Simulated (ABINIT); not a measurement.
# SiO2 (P6_322): G0W0 with ABINIT, start to end

How does a plane-wave GW calculation on SiO2 (P6_322) run from the first input to the gap?

Program: ABINIT 10.8.3. Level of theory: LDA and many-body steps on it, plane waves. Results are calculated unless marked as measured.

This is a report of a sequence of runs, with most program output left out.

## (1) Starting point

The structure is hexagonal, space group P6_322 (No. 182). Conventional cell: a = 5.069 Å, b = 5.069 Å, c = 8.558 Å, α = 90.00°, β = 90.00°, γ = 120.00°. Si has 4 O at 1.60 to 1.61 Å nearest. Nearest to O lie 2 Si at 1.61 Å. O has 2 Si at 1.60 Å nearest. Farther neighbours and most contacts between anions are not listed.

The cell and positions are those that the Materials Project relaxed with its own functionals (PBE, PBE+U or r2SCAN), kept fixed.

## (2) Ground state

This step: ABINIT 10.8.3; DFT, LDA, plane waves, norm-conserving pseudopotentials.

The ground-state density comes first.

File run.abi:

```
acell 3*1.0 Angstrom
rprim 
  5.069073888499 -0.000000000025 0.000000000000
  -2.534536944228 4.389946761113 0.000000000000
  0.000000000000 0.000000000000 8.558488540000
ntypat 2
znucl 14 8
natom 12
typat 1 1 1 1 2 2 2 2 2 2 2 2
xred 
  0.666666666667 0.333333333333 0.937125800000
  0.666666666667 0.333333333333 0.562874200000
  0.333333333333 0.666666666667 0.062874200000
  0.333333333333 0.666666666667 0.437125800000
  0.000000000000 0.421258740000 0.000000000000
  0.421258740000 0.421258740000 0.500000000000
  0.578741260000 0.000000000000 0.500000000000
  0.578741260000 0.578741260000 0.000000000000
  0.000000000000 0.578741260000 0.500000000000
  0.666666666667 0.333333333333 0.750000000000
  0.333333333333 0.666666666667 0.250000000000
  0.421258740000 0.000000000000 0.000000000000
pp_dirpath "pseudos"
pseudos "Si.upf, O.upf"
ecut 36
ngkpt 3 3 2
nshiftk 1
shiftk 0 0 0
kptopt 1
chksymbreak 0
nband 42
occopt 1
tolvrs 1e-08
nstep 60
prtwf 0
optforces 0
optstress 0
indata_prefix "in"
outdata_prefix "out"
tmpdata_prefix "tmp"
```

On the command line:

```
$ OMP_NUM_THREADS=1 mpirun -n 4 abinit run.abi > log
```

Run time: 61 s. Hardware: 4 MPI ranks of Arm Neoverse V2, shared host; peak memory 0.54 GiB.

This step gave:

| Property | Result |
| --- | --- |
| total energy | -4074.6121 eV |
| gap | 5.470 eV |
| k of the valence top | 0.3333, 0, 0 |
| k of the conduction bottom | 0, 0, 0 |
| least direct gap | 5.472 eV |

The gap is indirect, with the least direct gap 0.002 eV higher.

## (3) Bands along the symmetry lines

The cheap functional maps the bands first; the places of the edges decide which points the dearer methods must see.

run.abi, as its differences from that of step 2:

```diff
@@ -25,14 +25,53 @@
 ecut 36
-ngkpt 3 3 2
-nshiftk 1
-shiftk 0 0 0
-kptopt 1
-chksymbreak 0
-nband 42
-occopt 1
-tolvrs 1e-08
-nstep 60
+iscf -2
+irdden 1
+kptopt 0
+nkpt 39
+kpt 
+  0.00000000 0.00000000 0.00000000
+  0.12500000 0.00000000 0.00000000
+  0.25000000 0.00000000 0.00000000
+  0.37500000 0.00000000 0.00000000
+  0.50000000 0.00000000 0.00000000
+  0.45833333 0.08333333 0.00000000
+  0.41666666 0.16666666 0.00000000
+  0.37500000 0.25000000 0.00000000
+  0.33333333 0.33333333 0.00000000
+  0.25000000 0.25000000 0.00000000
+  0.16666666 0.16666666 0.00000000
+  0.08333333 0.08333333 0.00000000
+  0.00000000 0.00000000 0.00000000
+  0.00000000 0.00000000 0.12500000
+  0.00000000 0.00000000 0.25000000
+  0.00000000 0.00000000 0.37500000
+  0.00000000 0.00000000 0.50000000
+  0.12500000 0.00000000 0.50000000
+  0.25000000 0.00000000 0.50000000
+  0.37500000 0.00000000 0.50000000
+  0.50000000 0.00000000 0.50000000
+  0.45833333 0.08333333 0.50000000
+  0.41666666 0.16666666 0.50000000
+  0.37500000 0.25000000 0.50000000
+  0.33333333 0.33333333 0.50000000
+  0.25000000 0.25000000 0.50000000
+  0.16666666 0.16666666 0.50000000
+  0.08333333 0.08333333 0.50000000
+  0.00000000 0.00000000 0.50000000
+  0.50000000 0.00000000 0.50000000
+  0.50000000 0.00000000 0.37500000
+  0.50000000 0.00000000 0.25000000
+  0.50000000 0.00000000 0.12500000
+  0.50000000 0.00000000 0.00000000
+  0.33333333 0.33333333 0.50000000
+  0.33333333 0.33333333 0.37500000
+  0.33333333 0.33333333 0.25000000
+  0.33333333 0.33333333 0.12500000
+  0.33333333 0.33333333 0.00000000
+istwfk *1
+nband 47
+nbdbuf 10
+tolwfr 1e-07
+nstep 50
 prtwf 0
-optforces 0
-optstress 0
+prtvol 0
 indata_prefix "in"
```

It took 2 min on 4 MPI ranks; peak memory 0.75 GiB; 7.9 min of CPU time.

This step gave:

```yaml
gap: 5.418 eV
k_of_the_valence_top: 0, 0, 0.125
k_of_the_conduction_bottom: 0, 0, 0
least_direct_gap: 5.472 eV
```

The gap is 5.418 eV, −0.052 eV from the run before at this level.

Electronic bands along the path, in eV, zero at the top of the highest filled band:

| point | band 29 | band 30 | band 31 | band 32 | band 33 | band 34 | band 35 | band 36 |
| --- | --- | --- | --- | --- | --- | --- | --- | --- |
| Γ | -0.71 | -0.66 | -0.05 | -0.05 | 5.42 | 7.69 | 8.05 | 8.63 |
| halfway | -0.69 | -0.66 | -0.35 | -0.06 | 6.17 | 8.30 | 8.40 | 8.78 |
| M | -0.96 | -0.78 | -0.65 | -0.04 | 7.66 | 8.04 | 8.60 | 9.05 |
| halfway | -1.06 | -0.87 | -0.68 | -0.11 | 7.86 | 8.16 | 8.63 | 8.97 |
| K | -1.21 | -0.81 | -0.81 | -0.17 | 8.42 | 8.42 | 8.52 | 8.65 |
| halfway | -0.84 | -0.69 | -0.37 | -0.10 | 6.39 | 8.37 | 8.54 | 8.85 |
| Γ | -0.71 | -0.66 | -0.05 | -0.05 | 5.42 | 7.69 | 8.05 | 8.63 |
| halfway | -0.67 | -0.58 | -0.31 | -0.01 | 5.63 | 6.97 | 8.73 | 8.82 |
| A | -0.65 | -0.65 | -0.22 | -0.22 | 6.20 | 6.20 | 9.01 | 9.01 |
| halfway | -0.67 | -0.67 | -0.30 | -0.30 | 6.85 | 6.85 | 9.03 | 9.03 |
| L | -0.77 | -0.77 | -0.37 | -0.37 | 8.06 | 8.06 | 8.31 | 8.31 |
| halfway | -0.76 | -0.76 | -0.47 | -0.47 | 8.19 | 8.19 | 8.40 | 8.40 |
| H | -0.73 | -0.73 | -0.58 | -0.58 | 8.44 | 8.44 | 8.62 | 8.62 |
| halfway | -0.69 | -0.69 | -0.35 | -0.35 | 7.03 | 7.03 | 9.03 | 9.03 |
| A | -0.65 | -0.65 | -0.22 | -0.22 | 6.20 | 6.20 | 9.01 | 9.01 |
| jump to L | -0.77 | -0.77 | -0.37 | -0.37 | 8.06 | 8.06 | 8.31 | 8.31 |
| halfway | -0.92 | -0.74 | -0.58 | -0.14 | 7.76 | 8.09 | 8.52 | 8.59 |
| M | -0.96 | -0.78 | -0.65 | -0.04 | 7.66 | 8.04 | 8.60 | 9.05 |
| jump to H | -0.73 | -0.73 | -0.58 | -0.58 | 8.44 | 8.44 | 8.62 | 8.62 |
| halfway | -0.96 | -0.83 | -0.72 | -0.28 | 8.38 | 8.47 | 8.56 | 8.65 |
| K | -1.21 | -0.81 | -0.81 | -0.17 | 8.42 | 8.42 | 8.52 | 8.65 |

## (4) Empty states on the mesh, 3×3×1 mesh, 361 bands

The sums over transitions need many empty states on a uniform mesh; this step solves for them.

File run.abi:

```
acell 3*1.0 Angstrom
rprim 
  5.069073888499 -0.000000000025 0.000000000000
  -2.534536944228 4.389946761113 0.000000000000
  0.000000000000 0.000000000000 8.558488540000
ntypat 2
znucl 14 8
natom 12
typat 1 1 1 1 2 2 2 2 2 2 2 2
xred 
  0.666666666667 0.333333333333 0.937125800000
  0.666666666667 0.333333333333 0.562874200000
  0.333333333333 0.666666666667 0.062874200000
  0.333333333333 0.666666666667 0.437125800000
  0.000000000000 0.421258740000 0.000000000000
  0.421258740000 0.421258740000 0.500000000000
  0.578741260000 0.000000000000 0.500000000000
  0.578741260000 0.578741260000 0.000000000000
  0.000000000000 0.578741260000 0.500000000000
  0.666666666667 0.333333333333 0.750000000000
  0.333333333333 0.666666666667 0.250000000000
  0.421258740000 0.000000000000 0.000000000000
pp_dirpath "pseudos"
pseudos "Si.upf, O.upf"
ecut 36
ngkpt 3 3 1
nshiftk 1
shiftk 0 0 0
kptopt 1
chksymbreak 0
iscf -2
irdden 1
istwfk *1
nband 361
nbdbuf 32
tolwfr 1e-09
nstep 60
prtvol 0
indata_prefix "in"
outdata_prefix "out"
tmpdata_prefix "tmp"
```

On the command line:

```
$ OMP_NUM_THREADS=1 mpirun -n 3 abinit run.abi > log
```

The job ended after 4.1 min (3 MPI ranks; peak memory 0.56 GiB).

This step gave:

```yaml
gap: 5.470 eV
k_of_the_valence_top: 0.3333, 0, 0
k_of_the_conduction_bottom: 0, 0, 0
least_direct_gap: 5.472 eV
k_points_computed: 3
lowest_point_of_the_top_converged_band_above_the_valence_top: 74.5459 eV
```

On this mesh the gap is 5.470 eV.

## (5) Screening, 3×3×1 mesh, 329 bands, screening to 106.1 eV

The RPA dielectric matrix is built and inverted for each q.

This step: RPA screening on LDA, plane waves, norm-conserving pseudopotentials.

run.abi, as its differences from that of step 4:

```diff
@@ -30,10 +30,11 @@
 chksymbreak 0
-iscf -2
-irdden 1
 istwfk *1
-nband 361
-nbdbuf 32
-tolwfr 1e-09
-nstep 60
-prtvol 0
+occopt 1
+irdwfk 1
+optdriver 3
+nband 329
+ecuteps 3.9
+inclvkb 2
+awtr 1
+symchi 1
 indata_prefix "in"
```

On the command line:

```
$ OMP_NUM_THREADS=1 mpirun -n 4 abinit run.abi > log
```

Wall time 2.5 min (4 MPI ranks); peak memory 2.3 GiB; 10 min of CPU time.

This step gave:

- ε∞ with local fields, on this mesh, along the program's q direction: 2.082
- the same without local fields: 2.260
- plasma frequency: 21.53 eV
- plane waves in the screening matrix: 501

Local fields lower ε∞ by 8 %. On a Γ-centred mesh this coarse the value itself is usually too large, while a short band sum pulls it down.

## (6) Self-energy, 3×3×1 mesh, 329 bands, screening to 106.1 eV

The self-energy is evaluated for the states that the input lists, and the levels follow from it, in one-shot runs by the linearised quasiparticle equation.

This step: G0W0 on LDA, plane waves, norm-conserving pseudopotentials.

run.abi, as its differences from that of step 5:

```diff
@@ -33,8 +33,19 @@
 irdwfk 1
-optdriver 3
+optdriver 4
 nband 329
+gwcalctyp 0
+ecutsigx 36
+symsigma 1
+nkptgw 3
+kptgw 
+  0.0000000000 0.0000000000 0.0000000000
+  0.3333333333 0.0000000000 0.0000000000
+  0.3333333333 0.3333333333 0.0000000000
+bdgw 
+  9 36
+  9 36
+  9 36
 ecuteps 3.9
-inclvkb 2
-awtr 1
-symchi 1
+irdscr 1
+ppmodel 1
 indata_prefix "in"
```

Wall time 5.1 min (4 MPI ranks); peak memory 2.2 GiB.

Numbers from this step:

```yaml
g0w0_gap_on_the_points_computed: 8.495 eV
starting_gap_on_the_mesh: 5.470 eV
k_of_the_valence_top: 0.3333, 0, 0
k_of_the_conduction_bottom: 0, 0, 0
z_at_the_valence_top: 0.816
z_at_the_conduction_bottom: 0.884
least_direct_g0w0_gap_on_the_computed_points: 8.499 eV
```

The gap on the mesh goes from 5.47 eV to 8.49 eV, a correction of +3.02 eV.

Limits: finite bands, cutoff and mesh; coarse k mesh. v1 is the top filled band, c1 the lowest empty one. The levels before and after the correction (eV, zero at the valence-band top of each column):

|  | conduction bottom | valence top |
| --- | --- | --- |
| Kohn-Sham | 5.47 | 0.00 |
| G0W0 | 8.49 | 0.00 |

|  | level | energy (eV) |
| --- | --- | --- |
| Kohn-Sham | Γ v3 | -0.610 |
| Kohn-Sham | Γ v2-v1 | -0.002 |
| Kohn-Sham | Γ c1 | 5.470 |
| Kohn-Sham | Γ c2 | 7.744 |
| Kohn-Sham | Γ c3 | 8.101 |
| Kohn-Sham | (0.333 0 0) v3 | -0.622 |
| Kohn-Sham | (0.333 0 0) v2 | -0.473 |
| Kohn-Sham | (0.333 0 0) v1 | 0.000 |
| Kohn-Sham | (0.333 0 0) c1 | 6.713 |
| Kohn-Sham | (0.333 0 0) c2 | 8.484 |
| Kohn-Sham | (0.333 0 0) c3 | 8.811 |
| G0W0 | Γ v3 | -0.716 |
| G0W0 | Γ v2-v1 | -0.004 |
| G0W0 | Γ c1 | 8.495 |
| G0W0 | Γ c2 | 11.209 |
| G0W0 | Γ c3 | 11.184 |
| G0W0 | (0.333 0 0) v3 | -0.690 |
| G0W0 | (0.333 0 0) v2 | -0.553 |
| G0W0 | (0.333 0 0) v1 | 0.000 |
| G0W0 | (0.333 0 0) c1 | 9.873 |
| G0W0 | (0.333 0 0) c2 | 11.601 |
| G0W0 | (0.333 0 0) c3 | 12.446 |

## (7) Where the time went

Times are wall times on the hardware named with each run, good to a factor of about two.

| step | time | share | memory (GiB) |
| --- | --- | --- | --- |
| ground state | 61 s | 7 % | 0.54 |
| bands along the symmetry lines | 2 min | 14 % | 0.75 |
| empty states on the mesh | 4.1 min | 28 % | 0.56 |
| screening | 2.5 min | 17 % | 2.3 |
| self-energy | 5.1 min | 35 % | 2.2 |

## (8) Results

- LDA gap: 5.42 eV, indirect
- G0W0 gap on the mesh: 8.49 eV
- G0W0 gap over the zone (rigid shift): 8.44 eV
- GW settings: 3×3×1 mesh, 329 bands, screening to 106.1 eV, Godby-Needs plasmon pole
- known limits: not at the basis limit; coarse k mesh

G0W0 moves the gap on the mesh from 5.47 eV to 8.49 eV (+3.02 eV), with Z of 0.82 and 0.88 at the edges. The mesh misses the band edges by 0.05 eV in all; a rigid shift gives 8.44 eV for the zone. Local fields lower the RPA ε∞ on this mesh from 2.26 to 2.08; a Γ-centred mesh this coarse tends to raise both, most where the direct gap is narrow, while a short band sum lowers them. Bands and cutoff are finite, so the gap is not at the basis limit. The miss can reach some tenths of an eV and take either sign; the mesh is an error of its own. A denser mesh or path gives a starting gap of 5.42 eV: the GW mesh misses a band edge, so its gaps are not the fundamental one. The 3×3×1 mesh is coarse for this cell, which bears on the long-range parts of exchange and screening.

[Paths, hosts, dates, memory and timing lines, banners, echoed tables and standing remarks are left out of the program output.]

[Logs are printed without paths, hosts, clocks, repeated set-up lines and the standing remarks that a program may print on its own settings, such as how far it seeks lower states.]

[Runs of the session that timed out or met a known fault of the program may be left out.]

[Hosts, paths, dates, database ids (printed as entryN), source tags and the programs' standing remarks are cut or masked in the printed files.]

[G0W0 gaps are taken among the corrected bands and points alone; a level outside them can change the order at an edge.]

[Where Ansatz stands beside ABINIT at settings called matched, ABINIT's density can come from a denser mesh and the files from another edition; pairs whose starting gaps differed by over 0.03 eV were left out, so agreement reads better than it is.]
